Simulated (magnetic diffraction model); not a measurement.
## CeCo3Pb: what an assumed order does to the neutron pattern

Space group P4mm (no. 99), a = 4.1700 Å, c = 5.5200 Å.

| site | atom | x | y | z |
| --- | --- | --- | --- | --- |
| 1a | Pb | 0 | 0 | 0.9949 |
| 1b | Ce | 1/2 | 1/2 | 0.7282 |
| 1a | Co | 0 | 0 | 0.5894 |
| 2c | Co | 0 | 1/2 | 0.2434 |

This is a made-up structure (elements placed in a structure type, unrelaxed), so the numbers test the method and describe no known phase.

Only Ce and Co are taken to order (form factors of Ce3+ and Co2+); orders and moment sizes are assumed, and not adapted to the symmetry. Radiation: neutrons of λ = 2.567 Å, 5° to 80°; isotropic B of 0.28 Å² (Pb), 0.39 Å² (Ce) and 0.48 Å² (Co). Simulated constant-wavelength pattern: nuclear and magnetic terms add, the magnetic one as |2.695 fm × Σ f S⊥ exp(2πi Q·r) exp(−B s²)|², summed over all Q at one angle with the factor 1/(sin²θ cos θ). For collinear order S is the moment m, which repeats by lattice and centring translations R with the sign exp(−2πi k·R). Free-ion form factors, Sears's scattering lengths of 1992, no absorption; a label names one of the reflections at its angle. The strongest nuclear line in the range is 100, and lines under 0.2 are left out.

Assume the order k = (1/2 0 0), collinear moments along [101], 1.1 μB on Ce and 0.96 μB on Co; signs + at (1/2, 1/2, 0.7282), − at (0, 0, 0.5894), − at (0, 1/2, 0.2434), − at (1/2, 0, 0.2434).

Predict the pattern, nuclear and magnetic parts apart.

```
2θ (°)      index  nuclear  magnetic
 17.71  (1/2 0 0)      0.0      19.9
 26.89    (0 0 1)     26.9       0.0
 32.38  (1/2 0 1)      0.0       3.8
 35.85    (1 0 0)     31.9       0.0
 40.26  (1/2 1 0)      0.0      11.8
 45.38    (1 0 1)     61.4       0.0
 49.08  (1/2 1 1)      0.0       7.5
 51.61    (1 1 0)     46.4       0.0
 54.99  (3/2 0 0)      0.0       1.5
 55.42    (0 0 2)      1.8       0.0
 58.66  (1/2 0 2)      0.0       0.5
 59.14    (1 1 1)     91.5       0.0
 62.25  (3/2 0 1)      0.0       4.4
 67.41  (3/2 1 0)      0.0       2.9
 67.79    (1 0 2)    100.0       0.0
 70.69  (1/2 1 2)      0.0       6.9
 73.97  (3/2 1 1)      0.0       2.3
 75.99    (2 0 0)     88.0       0.0
 78.77  (1/2 2 0)      0.0       1.8
 79.13    (1 1 2)     43.6       0.0
```

The strongest magnetic line in the range is (1/2 0 0) at 17.71° (19.9). On top of the Lorentz factor, which all lines share, magnetic lines fade with angle because f falls: for Ce3+ it is 0.96, 0.86, 0.71 and 0.43 at sin θ/λ = 0.1, 0.2, 0.3 and 0.5 Å⁻¹, while nuclear lengths stay constant. The order has no net moment.

[Logs are printed without paths, hosts, clocks, repeated set-up lines and the standing remarks that a program may print on its own settings, such as how far it seeks lower states.]
